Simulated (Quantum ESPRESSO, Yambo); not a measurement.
# Quasiparticle gap of PbO (P4/nmm) in Yambo, part 2 of 3

Wanted: ground state, empty states, screening and self-energy for PbO (P4/nmm).

Quantum ESPRESSO 7.5 and Yambo 5.3.0; PBE and many-body steps on it, plane waves. Known limits of the many-body steps: not at the basis limit; no spin-orbit coupling; coarse k mesh.

So far. Step 2 (Ground state): The gap is indirect, with the least direct gap 1.00 eV higher. Step 3 (Bands along the symmetry lines): The gap is 1.139 eV, −0.001 eV from the run before at this level.

The database entry behind the starting cell differs from later determinations by our own check (c about 1 % long), so it need not match the best structure at ambient conditions.

## Step 4: Empty states on the mesh, 4×4×2 mesh, 280 bands

Level of this step: DFT, PBE, plane waves, norm-conserving pseudopotentials (Quantum ESPRESSO).

The sums over transitions need many empty states on a uniform mesh; this step solves for them.

pw.in reads:

```
&control
  calculation = 'nscf'
  prefix = 'x'
  outdir = 'o'
  pseudo_dir = 'pseudo'
/
&system
  ibrav = 0
  nat = 4
  ntyp = 2
  ecutwfc = 76.0
  nbnd = 280
  force_symmorphic = .true.
/
&electrons
  conv_thr = 1e-9
  electron_maxstep = 80
  diago_full_acc = .true.
  diago_thr_init = 5e-6
/
ATOMIC_SPECIES
  Pb 207.2 Pb.upf
  O 15.999 O.upf
CELL_PARAMETERS angstrom
  3.9600000000 0.0000000000 0.0000000000
  0.0000000000 3.9600000000 0.0000000000
  0.0000000000 0.0000000000 5.0700000000
ATOMIC_POSITIONS crystal
  Pb 0.0000000000 0.5000000000 0.2385140000
  Pb 0.5000000000 0.0000000000 0.7614860000
  O 0.0000000000 0.0000000000 0.0000000000
  O 0.5000000000 0.5000000000 0.0000000000
K_POINTS automatic
  4 4 2 0 0 0
```

The run is started by

```
$ OMP_NUM_THREADS=1 mpirun -n 4 pw.x -nk 4 -in pw.in > pw.out
```

Log:

```text
[banner, memory and clock lines left out]
Program PWSCF v.7.5 starts

     Atomic positions and unit cell read from directory:
     o/x.save/

     Message from routine setup:
     using ibrav=0 with symmetry is DISCOURAGED, use correct ibrav instead

     G-vector sticks info

     bravais-lattice index     =            0
     lattice parameter (alat)  =       7.4833  a.u.
     unit-cell volume          =     536.5311 (a.u.)^3
     number of atoms/cell      =            4
     number of atomic types    =            2
     number of electrons       =        56.00
     number of Kohn-Sham states=          280
     kinetic-energy cutoff     =      76.0000  Ry
     charge density cutoff     =     304.0000  Ry
     Exchange-correlation= PBE
                           (   1   4   3   4   0   0   0)

     celldm(1)=   7.483315  celldm(2)=   0.000000  celldm(3)=   0.000000
     celldm(4)=   0.000000  celldm(5)=   0.000000  celldm(6)=   0.000000

     crystal axes: (cart. coord. in units of alat)
               a(1) = (   1.000000   0.000000   0.000000 )
               a(2) = (   0.000000   1.000000   0.000000 )
               a(3) = (   0.000000   0.000000   1.280303 )

     reciprocal axes: (cart. coord. in units 2 pi/alat)
               b(1) = (  1.000000  0.000000  0.000000 )
               b(2) = (  0.000000  1.000000  0.000000 )
               b(3) = (  0.000000  0.000000  0.781065 )
     Pseudo is Norm-conserving + core correction, Zval = 22.0
     Generated using ONCVPSP code by D. R. Hamann
     Using radial grid of 1692 points,  7 beta functions with:
     Pseudo is Norm-conserving + core correction, Zval =  6.0
     Generated using ONCVPSP code by D. R. Hamann
     Using radial grid of  936 points,  5 beta functions with:
     Pb               22.00   207.20000     Pb( 1.00)
     O                 6.00    15.99900     O ( 1.00)

      8 Sym. Ops. (no inversion) found

   Cartesian axes

     site n.     atom                  positions (alat units)
         1        Pb     tau(   1) = (   0.0000000   0.5000000   0.3053702  )
         2        Pb     tau(   2) = (   0.5000000   0.0000000   0.9749328  )
         3        O      tau(   3) = (   0.0000000   0.0000000   0.0000000  )
         4        O      tau(   4) = (   0.5000000   0.5000000   0.0000000  )

     number of k points=    12
                       cart. coord. in units 2pi/alat
        k(    1) = (   0.0000000   0.0000000   0.0000000), wk =   0.0625000
        k(    2) = (   0.0000000   0.0000000  -0.3905325), wk =   0.0625000
        k(    3) = (   0.0000000   0.2500000   0.0000000), wk =   0.2500000
[...]
k(   11) = (  -0.5000000  -0.5000000   0.0000000), wk =   0.0625000
        k(   12) = (  -0.5000000  -0.5000000  -0.3905325), wk =   0.0625000

     Dense  grid:    48109 G-vectors     FFT dimensions: (  45,  45,  54)

     The potential is recalculated from file :
     o/x.save/charge-density

     Starting wfcs are   34 randomized atomic wfcs +  246 random wfcs

     Band Structure Calculation

     End of band structure calculation

          k = 0.0000 0.0000 0.0000 (  6023 PWs)   bands (ev):

  -128.2830-128.2830 -69.9774 -69.9774 -69.9769 -69.9769 -69.9736 -69.9728
    -7.8584  -7.3200  -5.5689  -5.5689  -5.5086  -5.5056  -5.4213  -5.3480
    -5.3450  -5.3450  -5.3282  -3.9810   3.2148   3.7136   6.2611   6.2611
     8.7622   8.8859   8.8859  10.4903  12.9003  16.0070  16.0704  16.0704
[...]
[... 23 further rows ...]
[...]
k = 0.0000 0.0000-0.3905 (  6026 PWs)   bands (ev):

  -128.2831-128.2829 -69.9772 -69.9772 -69.9770 -69.9770 -69.9733 -69.9730
[...]
[... 23 further rows ...]
[...]
k = 0.0000 0.2500 0.0000 (  6009 PWs)   bands (ev):

  -128.2830-128.2830 -69.9774 -69.9773 -69.9771 -69.9770 -69.9735 -69.9729
[...]
[... 23 further rows ...]
   119.9641 120.3828 120.6308 121.0146 121.6066 122.2473 122.6685 122.9853
   123.1858 123.6159 123.6290 123.9050 124.2681 124.8264 124.9507 125.1962

          k = 0.0000 0.2500-0.3905 (  6018 PWs)   bands (ev):

     [... further k-points ...]

     highest occupied, lowest unoccupied level (ev):    10.4903   11.6307

     XML data file, pseudopotentials, collected wavefunctions
```

Elapsed: 56 s, on 4 MPI ranks of Arm Neoverse V2, shared host; peak memory 0.8 GiB.

Numbers from this step:

| Quantity | Value |
| --- | --- |
| gap | 1.140 eV |
| k of the valence top | 0, 0, 0 |
| k of the conduction bottom | -0.5, -0.5, 0 |
| least direct gap | 2.140 eV |
| k points computed | 12 |
| lowest point of the top converged band, above the valence top | 114.7059 eV |

On this mesh the gap is 1.140 eV.

## Step 5: Conversion and set-up

This step: Yambo 5.3.0; conversion and set-up on PBE, plane waves, norm-conserving pseudopotentials.

The states are converted to the many-body program's format and the q mesh is built.

The run is started by

```
$ (cd o/x.save; p2y > p2y.log; mv SAVE ../..); yambo > setup.log
```

Log:

```text
 Yambo, version 5.3.0

 [02] CORE Variables Setup
 =========================

  [02.01] Unit cells
  ==================

  Cell kind             :  Unknown
  Atoms in the cell     :  Pb  O
  number of Pb atoms    :  2
  number of O  atoms    :  2

  List of atomic masses
  Mass of Pb    :  207.2000
  Mass of O     :  15.99900

  List of atomic coordinates    : [cc]
  Pb1       :  0.000000  3.741658  2.285182  order 1
  Pb2       :  3.741658  0.000000  7.295730  order 2
  O1       :  0.000000  0.000000  0.000000  order 3
  O2       :  3.741658  3.741658  0.000000  order 4

  Alat factors          :  7.483315  7.483315  9.580911 [a.u.]
  Direct lattice volume :  536.5311 [a.u.]
  Direct lattice vectors:  A[ 1 ]  A[ 2 ]  A[ 3 ]
   A[ 1 ]:  1.000000  0.000000  0.000000  [iru]
   7.483315  0.000000  0.000000  [cc]
   A[ 2 ]:  0.000000  1.000000  0.000000  [iru]
   0.000000  7.483315  0.000000  [cc]
   A[ 3 ]:  0.000000  0.000000  1.000000  [iru]
   0.000000  0.000000  9.580911  [cc]

  Recip. lattice volume :  0.462322 [a.u.]
  Recip. lattice vectors:  B[ 1 ]  B[ 2 ]  B[ 3 ]
   B[ 1 ]:  1.000000  0.000000  0.000000  [iku]
   0.839626  0.000000  0.000000  [cc]
   B[ 2 ]:  0.000000  1.000000  0.000000  [iku]
   0.000000  0.839626  0.000000  [cc]
   B[ 3 ]:  0.000000  0.000000  1.000000  [iku]
   0.000000  0.000000  0.655802  [cc]

  [02.02] Symmetries
  ==================

  Inversion symmetry    : yes
  Spatial inversion     : no
  Inversion index       :   9
  K-space Time-reversal : yes
  Magnetic symmetries   : no
  Time-reversal derived K-space symmetries:   9  16
  Group table correct   : yes
  Symmetries units      :  [cc]

   [S  1]:  1.000000  0.000000  0.000000  0.000000  1.000000  0.000000  0.000000  0.000000  1.000000
   [S  2]: -1.000000  0.000000  0.000000  0.000000 -1.000000  0.000000  0.000000  0.000000  1.000000
   [S  3]:  0.000000  1.000000  0.000000  1.000000  0.000000  0.000000  0.000000  0.000000 -1.000000
[...]
[S  7]:  0.000000  1.000000  0.000000 -1.000000  0.000000  0.000000  0.000000  0.000000 -1.000000
   [S  8]:  0.000000 -1.000000  0.000000  1.000000  0.000000  0.000000  0.000000  0.000000 -1.000000
   [S* 9]: -1.000000 -0.000000 -0.000000 -0.000000 -1.000000 -0.000000 -0.000000 -0.000000 -1.000000
   [S*10]:  1.000000 -0.000000 -0.000000 -0.000000  1.000000 -0.000000 -0.000000 -0.000000 -1.000000
     [... 4 further rows ...]
   [S*15]: -0.000000 -1.000000 -0.000000  1.000000 -0.000000 -0.000000 -0.000000 -0.000000  1.000000
   [S*16]: -0.000000  1.000000 -0.000000 -1.000000 -0.000000 -0.000000 -0.000000 -0.000000  1.000000

  [02.03] Reciprocal space
  ========================

  nG shells         :  2941
  nG charge         :   48109
  nG WFs            :   7417
  nC WFs            :   6026
  G-vecs. in first 80 shells:  [ Number ]
     1    3    7   15   19   21   29   37   41
[...]
WF components:   6026
  K [ 3]         [rlu]:  0.000000  0.250000  0.000000
         WF components:   6009
[...]
K [ 8]         [rlu]:  0.250000  0.250000 -0.500000
[...]
K [ 9]         [rlu]:  0.250000 -0.500000  0.000000
[...]
K [10]         [rlu]:  0.250000 -0.500000 -0.500000
[...]
K [11]         [rlu]: -0.500000 -0.500000  0.000000
         WF components:   6004
  K [12]         [rlu]: -0.500000 -0.500000 -0.500000
         WF components:   5984

  [02.05] Energies & Occupations
  ==============================

  [X] === General ===
  [X] Electronic Temperature                        :  0.000000  0.000000 [eV K]
  [X] Bosonic    Temperature                        :  0.000000  0.000000 [eV K]
  [X] Finite Temperature mode                       : no
  [X] El. density                                   :  0.70435E+24 [cm-3]
  [X] Fermi Level                                   :  10.49034 [eV]

  [X] === Gaps and Widths ===
  [X] Conduction Band Min                           :  1.140379 [eV]
  [X] Valence Band Max                              :  0.000000 [eV]
  [X] Filled Bands                                  :  28
  [X] Empty Bands                                   :   29  280
  [X] Direct Gap                                    :  2.139783 [eV]
  [X] Direct Gap localized at k                     :  11
  [X] Indirect Gap                                  :  1.140379 [eV]
  [X] Indirect Gap between kpts                     :   1  11
  [X] Last valence band width                       :  1.733881 [eV]
  [X] 1st conduction band width                     :  2.397823 [eV]

  E @ K [ 1]:  [eV]
  -138.7733 -138.7733  -80.4677  -80.4677  -80.4672  -80.4672  -80.4639  -80.4631
[...]
occ @ K [ 1]
[...]
E @ K [ 2]:  [eV]
[...]
occ @ K [ 2]
[...]
E @ K [ 3]:  [eV]
[...]
occ @ K [ 3]
[...]
E @ K [ 8]:  [eV]
[...]
occ @ K [ 8]
[...]
E @ K [ 9]:  [eV]
[...]
occ @ K [ 9]
[...]
E @ K [10]:  [eV]
[...]
occ @ K [10]
[...]
E @ K [11]:  [eV]
[...]
occ @ K [11]
[...]
E @ K [12]:  [eV]
[...]
occ @ K [12]
[...]
0.000000  0.000000  0.000000  0.000000  0.000000  0.000000  0.000000  0.000000
   0.000000  0.000000  0.000000  0.000000  0.000000  0.000000  0.000000  0.000000

 [03] Transferred momenta grid and indexing
 ==========================================

 IBZ Q-points                                      :  12
 BZ  Q-points                                      :   32

 K/Q-points units:
 rlu = crystal or reduced units; cc = cartesian coordinates; iku = interal k-units

 Q [ 1]         [rlu]:  0.000000  0.000000  0.000000
 Q [ 2]         [rlu]:  0.000000  0.000000 -0.500000
 Q [ 3]         [rlu]:  0.000000  0.250000  0.000000
[...]
Q [ 8]         [rlu]:  0.250000  0.250000 -0.500000
 Q [ 9]         [rlu]:  0.250000 -0.500000  0.000000
 Q [10]         [rlu]:  0.250000 -0.500000 -0.500000
 Q [11]         [rlu]: -0.500000 -0.500000  0.000000
 Q [12]         [rlu]: -0.500000 -0.500000 -0.500000

  [03.01] X indexes
  =================

   [03.01.01] Sigma indexes
   ========================

 [06] Game Over & Game summary
```

It took 2.3 s on 1 MPI rank; peak memory 0.24 GiB.

(Continued in part 3 of 3.)

[Paths, hosts, dates, memory and timing lines, banners, echoed tables and standing remarks are left out of the program output.]

[Logs are printed without paths, hosts, clocks, repeated set-up lines and the standing remarks that a program may print on its own settings, such as how far it seeks lower states.]

[Runs of the session that timed out or met a known fault of the program may be left out.]

[Hosts, paths, dates, database ids (printed as entryN), source tags and the programs' standing remarks are cut or masked in the printed files.]
